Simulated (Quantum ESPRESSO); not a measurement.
## How volume moves the moments of CrB2

How does volume change the magnetic state of CrB2?

Program: Quantum ESPRESSO 7.5. Level of theory: PBEsol; plane waves with GBRV 1.5 PBEsol potentials, no spin-orbit coupling. Results are calculated unless marked as measured.

**1. Set-up**

Symmetry: P6/mmm, No. 191, hexagonal system. The conventional cell has a = 2.970 Å, b = 2.970 Å, c = 3.070 Å, α = 90.00°, β = 90.00°, γ = 120.00°. Nearest to Cr lie 12 B at 2.30 Å. Nearest to B lie 3 B at 1.71 Å and 6 Cr at 2.30 Å. Farther neighbours are not listed.

The cell comes from the Crystallography Open Database.

**2. Volume 0.8, ferro +**

All lengths scale alike; the factor is that of the volume. Atoms keep their fractional places. Seeded atoms are those given a starting moment.

File pw.in:

```
&CONTROL
  calculation = 'scf'
  prefix = 'pwscf'
  outdir = './tmp'
  pseudo_dir = './pseudo'
  disk_io = 'nowf'
  tprnfor = .true.
  tstress = .true.
/
&SYSTEM
  ibrav = 0
  celldm(1) = 8
  nat = 3
  ntyp = 2
  ecutwfc = 40
  ecutrho = 280
  nbnd = 18
  occupations = 'smearing'
  smearing = 'fd'
  degauss = 0.00734986
  nspin = 2
  starting_magnetization(1) = 0.1786
  starting_magnetization(2) = 0
/
&ELECTRONS
  conv_thr = 6d-09
  electron_maxstep = 150
  mixing_beta = 0.3
/
ATOMIC_SPECIES
Cr     51.9961 cr_pbesol_v1.5.uspp.F.UPF
B      10.8100 b_pbesol_v1.4.uspp.F.UPF
CELL_PARAMETERS alat
   0.6512713771407    0.0000000000000    0.0000000000000
  -0.3256356885691    0.5640175573523    0.0000000000000
   0.0000000000000    0.0000000000000    0.6731997063368
ATOMIC_POSITIONS crystal
Cr      0.0000000000    0.0000000000    0.0000000000
B       0.3333333333    0.6666666667    0.5000000000
B       0.6666666667    0.3333333333    0.5000000000
K_POINTS automatic
10 10 10 0 0 0
```

Command:

```bash
$ OMP_NUM_THREADS=1 mpirun -n 2 pw.x -nk 2 -in pw.in > pw.out
```

Output:

```text
Program PWSCF v.7.5 starts

     Message from routine setup:
     using ibrav=0 with symmetry is DISCOURAGED, use correct ibrav instead

     K-points division:     npool     =       2
     Subspace diagonalization in iterative solution of the eigenvalue problem:

     bravais-lattice index     =            0
     lattice parameter (alat)  =       8.0000  a.u.
     unit-cell volume          =     126.6101 (a.u.)^3
     number of atoms/cell      =            3
     number of atomic types    =            2
     number of electrons       =        20.00
     number of Kohn-Sham states=           18
     kinetic-energy cutoff     =      40.0000  Ry
     charge density cutoff     =     280.0000  Ry
     scf convergence threshold =      6.0E-09
     mixing beta               =       0.3000
     number of iterations used =            8  plain     mixing
     Exchange-correlation= SLA  PW   PSX  PSC
                           (   1   4  10   8   0   0   0)

     celldm(1)=   8.000000  celldm(2)=   0.000000  celldm(3)=   0.000000
     celldm(4)=   0.000000  celldm(5)=   0.000000  celldm(6)=   0.000000

     crystal axes: (cart. coord. in units of alat)
               a(1) = (   0.651271   0.000000   0.000000 )
               a(2) = (  -0.325636   0.564018   0.000000 )
               a(3) = (   0.000000   0.000000   0.673200 )

     reciprocal axes: (cart. coord. in units 2 pi/alat)
               b(1) = (  1.535458  0.886497 -0.000000 )
               b(2) = (  0.000000  1.772994  0.000000 )
               b(3) = (  0.000000 -0.000000  1.485443 )

     PseudoPot. # 1 for Cr read from file:
     cr_pbesol_v1.5.uspp.F.UPF
     Pseudo is Ultrasoft + core correction, Zval = 14.0

     PseudoPot. # 2 for B  read from file:
     b_pbesol_v1.4.uspp.F.UPF
     Pseudo is Ultrasoft + core correction, Zval =  3.0

     atomic species   valence    mass     pseudopotential
     Cr               14.00    51.99610     Cr( 1.00)
     B                 3.00    10.81000     B ( 1.00)

     Starting magnetic structure
     atomic species   magnetization
     Cr              0.179
     B               0.000

     24 Sym. Ops., with inversion, found

   Cartesian axes

     site n.     atom                  positions (alat units)
         1        Cr     tau(   1) = (   0.0000000   0.0000000   0.0000000  )
         2        B      tau(   2) = (  -0.0000000   0.3760117   0.3365999  )
         3        B      tau(   3) = (   0.3256357   0.1880059   0.3365999  )

     number of k points=    84  Fermi-Dirac smearing, width (Ry)=  0.0073
                       cart. coord. in units 2pi/alat
        k(    1) = (   0.0000000   0.0000000   0.0000000), wk =   0.0010000
        k(    2) = (   0.0000000   0.0000000   0.1485443), wk =   0.0020000
        k(    3) = (   0.0000000   0.0000000   0.2970887), wk =   0.0020000
        k(    4) = (   0.0000000   0.0000000   0.4456330), wk =   0.0020000
        k(    5) = (   0.0000000   0.0000000   0.5941773), wk =   0.0020000
        [... 79 further k-points ...]

     Dense  grid:     9965 G-vectors     FFT dimensions: (  27,  27,  30)

     Smooth grid:     4353 G-vectors     FFT dimensions: (  24,  24,  24)

     Check: negative core charge=   -0.000007
     Generating pointlists ...
     new r_m :   0.2082 (alat units)  1.6654 (a.u.) for type    1
     new r_m :   0.1551 (alat units)  1.2408 (a.u.) for type    2

     Initial potential from superposition of free atoms

     starting charge      18.9994, renormalised to      20.0000

     negative rho (up, down):  1.013E-03 6.969E-04
     Starting wfcs are   18 randomized atomic wfcs

     Self-consistent Calculation

     iteration #  1     ecut=    40.00 Ry     beta= 0.30
     Davidson diagonalization with overlap
     ethr =  1.00E-02,  avg # of iterations =  4.2

     negative rho (up, down):  1.177E-03 1.067E-03

     total energy              =    -187.17209513 Ry
     estimated scf accuracy    <       3.75929438 Ry

     total magnetization       =     0.56 Bohr mag/cell
     absolute magnetization    =     0.62 Bohr mag/cell

     iteration #  2     ecut=    40.00 Ry     beta= 0.30
     Davidson diagonalization with overlap
     ethr =  1.00E-02,  avg # of iterations =  2.1

     negative rho (up, down):  8.656E-04 1.079E-03

     total energy              =    -187.99154076 Ry
     estimated scf accuracy    <       0.72513079 Ry

     total magnetization       =     1.28 Bohr mag/cell
     absolute magnetization    =     1.48 Bohr mag/cell

     [... further iterations left out ...]

     iteration # 17     ecut=    40.00 Ry     beta= 0.30
     Davidson diagonalization with overlap
     ethr =  6.48E-11,  avg # of iterations =  2.0

     negative rho (up, down):  7.648E-04 1.007E-03

     total energy              =    -188.13643372 Ry
     estimated scf accuracy    <          8.2E-09 Ry

     total magnetization       =     0.27 Bohr mag/cell
     absolute magnetization    =     0.27 Bohr mag/cell

     iteration # 18     ecut=    40.00 Ry     beta= 0.30
     Davidson diagonalization with overlap
     ethr =  4.10E-11,  avg # of iterations =  3.1

     negative rho (up, down):  7.649E-04 1.007E-03

     Magnetic moment per site  (integrated on atomic sphere of radius R)
     atom   1 (R=0.208)  charge= 11.5831  magn=  0.2290
     atom   2 (R=0.155)  charge=  1.2592  magn=  0.0023
     atom   3 (R=0.155)  charge=  1.2592  magn=  0.0023

     End of self-consistent calculation

     Number of k-points >= 100: set verbosity='high' to print the bands.

     the Fermi energy is    21.2100 ev

!    total energy              =    -188.13643424 Ry
     estimated scf accuracy    <          4.6E-09 Ry
     smearing contrib. (-TS)   =      -0.00469893 Ry
     internal energy E=F+TS    =    -188.13173531 Ry

     The total energy is F=E-TS. E is the sum of the following terms:
     one-electron contribution =     -53.58907225 Ry
     hartree contribution      =      41.18389803 Ry
     xc contribution           =     -28.83075787 Ry
     ewald contribution        =    -146.89580322 Ry

     total magnetization       =     0.27 Bohr mag/cell
     absolute magnetization    =     0.27 Bohr mag/cell

     convergence has been achieved in  18 iterations

     negative rho (up, down):  7.649E-04 1.007E-03

     Forces acting on atoms (cartesian axes, Ry/au):

     atom    1 type  1   force =    -0.00000000    0.00000000    0.00000000
     atom    2 type  2   force =     0.00000000    0.00000000    0.00000000
     atom    3 type  2   force =    -0.00000000   -0.00000000    0.00000000

     Total force =     0.000000     Total SCF correction =     0.000000

     Computing stress (Cartesian axis) and pressure

     negative rho (up, down):  7.649E-04 1.007E-03
          total   stress  (Ry/bohr**3)                   (kbar)     P=      727.33
   0.00566298  -0.00000000   0.00000000          833.05       -0.00        0.00
  -0.00000000   0.00566298  -0.00000000           -0.00      833.05       -0.00
   0.00000000   0.00000000   0.00350694            0.00        0.00      515.89

=------------------------------------------------------------------------------=
   JOB DONE.
=------------------------------------------------------------------------------=
```

Elapsed: 32 s, on 2 MPI ranks of Intel Xeon Platinum 8175M at 2.50GHz (Skylake/Cascade Lake), shared host; peak memory 0.18 GiB; 64 s of CPU time.

Spin moment in the atom's sphere by atom:

```
atom  spin moment in the atom's sphere (μB)
 Cr1                                  0.229
  B2                                  0.002
  B3                                  0.002
```

This step gave:

```
smearing term TS       : 0.06393 eV
pressure               : 72.73 GPa
magnetization          : 0.266 μB
absolute magnetization : 0.267 μB
final state            : ferromagnetic
```

**3. Volume 0.8, antiferro q=(0,1/2,0) +-**

The wavevector q is in fractions of the reciprocal vectors of the crystal's primitive cell, as the cells of these inputs are built from it; moments change sign between cells as cos(2π q·R).

File pw.in:

```
&CONTROL
  calculation = 'scf'
  prefix = 'pwscf'
  outdir = './tmp'
  pseudo_dir = './pseudo'
  disk_io = 'nowf'
  tprnfor = .true.
  tstress = .true.
/
&SYSTEM
  ibrav = 0
  celldm(1) = 8
  nat = 6
  ntyp = 3
  ecutwfc = 40
  ecutrho = 280
  nbnd = 29
  occupations = 'smearing'
  smearing = 'fd'
  degauss = 0.00734986
  nspin = 2
  starting_magnetization(1) = 0.1786
  starting_magnetization(2) = -0.1786
  starting_magnetization(3) = 0
/
&ELECTRONS
  conv_thr = 1.2d-08
  electron_maxstep = 150
  mixing_beta = 0.3
/
ATOMIC_SPECIES
Cr1    51.9961 cr_pbesol_v1.5.uspp.F.UPF
Cr2    51.9961 cr_pbesol_v1.5.uspp.F.UPF
B      10.8100 b_pbesol_v1.4.uspp.F.UPF
CELL_PARAMETERS alat
   0.6512713771407    0.0000000000000    0.0000000000000
  -0.6512713771407    1.1280351147046    0.0000000000000
   0.0000000000000    0.0000000000000    0.6731997063368
ATOMIC_POSITIONS crystal
Cr1     0.0000000000    0.0000000000    0.0000000000
Cr2     0.0000000000    0.5000000000    0.0000000000
B       0.3333333333    0.3333333334    0.5000000000
B       0.3333333333    0.8333333333    0.5000000000
B       0.6666666667    0.1666666666    0.5000000000
B       0.6666666667    0.6666666666    0.5000000000
K_POINTS automatic
10 5 10 0 0 0
```

Output:

```text
     [... lines left out ...]
Program PWSCF v.7.5 starts
     [... lines left out ...]
     number of atoms/cell      =            6
     [... lines left out ...]
     number of electrons       =        40.00
     number of Kohn-Sham states=           29
     kinetic-energy cutoff     =      40.0000  Ry
     charge density cutoff     =     280.0000  Ry
     scf convergence threshold =      1.2E-08
     [... lines left out ...]
      8 Sym. Ops., with inversion, found
     [... lines left out ...]
     number of k points=   108  Fermi-Dirac smearing, width (Ry)=  0.0073
     [... lines left out ...]
     iteration # 17     ecut=    40.00 Ry     beta= 0.30
     [... lines left out ...]
     Magnetic moment per site  (integrated on atomic sphere of radius R)
     atom   1 (R=0.208)  charge= 11.5864  magn=  0.4499
     atom   2 (R=0.208)  charge= 11.5864  magn= -0.4499
     atom   3 (R=0.155)  charge=  1.2590  magn=  0.0011
     atom   4 (R=0.155)  charge=  1.2590  magn= -0.0011
     atom   5 (R=0.155)  charge=  1.2590  magn= -0.0011
     atom   6 (R=0.155)  charge=  1.2590  magn=  0.0011
     [... lines left out ...]
     the Fermi energy is    21.1875 ev
!    total energy              =    -376.27361927 Ry
     estimated scf accuracy    <          6.3E-09 Ry
     smearing contrib. (-TS)   =      -0.00853792 Ry
     [... lines left out ...]
     total magnetization       =     0.00 Bohr mag/cell
     absolute magnetization    =     1.05 Bohr mag/cell
     convergence has been achieved in  17 iterations
     [... lines left out ...]
     Total force =     0.000371     Total SCF correction =     0.000052
     [... lines left out ...]
          total   stress  (Ry/bohr**3)                   (kbar)     P=      735.48
     [... lines left out ...]
```

It took 2.1 min on 2 MPI ranks; peak memory 0.31 GiB.

Spin moment in the atom's sphere by atom:

```
atom  spin moment in the atom's sphere (μB)
 Cr1                                  0.450
 Cr2                                 -0.450
  B3                                  0.001
  B4                                 -0.001
  B5                                 -0.001
  B6                                  0.001
```

This step gave:

* smearing term TS: 0.1162 eV
* pressure: 73.55 GPa
* magnetization: 0 μB
* absolute magnetization: 1.046 μB
* final state: antiferromagnetic

**4. Volume 0.8, no spin polarisation**

File pw.in:

```
&CONTROL
  calculation = 'scf'
  prefix = 'pwscf'
  outdir = './tmp'
  pseudo_dir = './pseudo'
  disk_io = 'nowf'
  tprnfor = .true.
  tstress = .true.
/
&SYSTEM
  ibrav = 0
  celldm(1) = 8
  nat = 3
  ntyp = 2
  ecutwfc = 40
  ecutrho = 280
  nbnd = 17
  occupations = 'smearing'
  smearing = 'fd'
  degauss = 0.00734986
/
&ELECTRONS
  conv_thr = 6d-09
  electron_maxstep = 150
  mixing_beta = 0.3
/
ATOMIC_SPECIES
Cr     51.9961 cr_pbesol_v1.5.uspp.F.UPF
B      10.8100 b_pbesol_v1.4.uspp.F.UPF
CELL_PARAMETERS alat
   0.6512713771407    0.0000000000000    0.0000000000000
  -0.3256356885691    0.5640175573523    0.0000000000000
   0.0000000000000    0.0000000000000    0.6731997063368
ATOMIC_POSITIONS crystal
Cr      0.0000000000    0.0000000000    0.0000000000
B       0.3333333333    0.6666666667    0.5000000000
B       0.6666666667    0.3333333333    0.5000000000
K_POINTS automatic
10 10 10 0 0 0
```

Output:

```text
     [... lines left out ...]
Program PWSCF v.7.5 starts
     [... lines left out ...]
     number of atoms/cell      =            3
     [... lines left out ...]
     number of electrons       =        20.00
     number of Kohn-Sham states=           17
     kinetic-energy cutoff     =      40.0000  Ry
     charge density cutoff     =     280.0000  Ry
     scf convergence threshold =      6.0E-09
     [... lines left out ...]
     24 Sym. Ops., with inversion, found
     [... lines left out ...]
     number of k points=    84  Fermi-Dirac smearing, width (Ry)=  0.0073
     [... lines left out ...]
     iteration #  9     ecut=    40.00 Ry     beta= 0.30
     [... lines left out ...]
     the Fermi energy is    21.2188 ev
!    total energy              =    -188.13642023 Ry
     estimated scf accuracy    <          4.5E-09 Ry
     smearing contrib. (-TS)   =      -0.00475601 Ry
     [... lines left out ...]
     convergence has been achieved in   9 iterations
     [... lines left out ...]
     Total force =     0.000000     Total SCF correction =     0.000000
     [... lines left out ...]
          total   stress  (Ry/bohr**3)                   (kbar)     P=      724.42
     [... lines left out ...]
```

Elapsed: 12 s, on 2 MPI ranks; peak memory 0.16 GiB; 24 s of CPU time.

This step gave:

- smearing term TS: 0.06471 eV
- pressure: 72.44 GPa
- final state: non-magnetic (no spin polarisation)

(Part 1 of 2 ends here.)

[Logs and program files are shortened in this print: banners, set-up blocks, solver, clock and traceback lines can be left out without a mark of their own.]

[Logs are printed without paths, hosts, clocks, repeated set-up lines and the standing remarks that a program may print on its own settings, such as how far it seeks lower states.]

[Hosts, paths, dates, database ids (printed as entryN), source tags and the programs' standing remarks are cut or masked in the printed files.]

[Where a cell is said to come from a database of computed structures, the database is the Materials Project.]
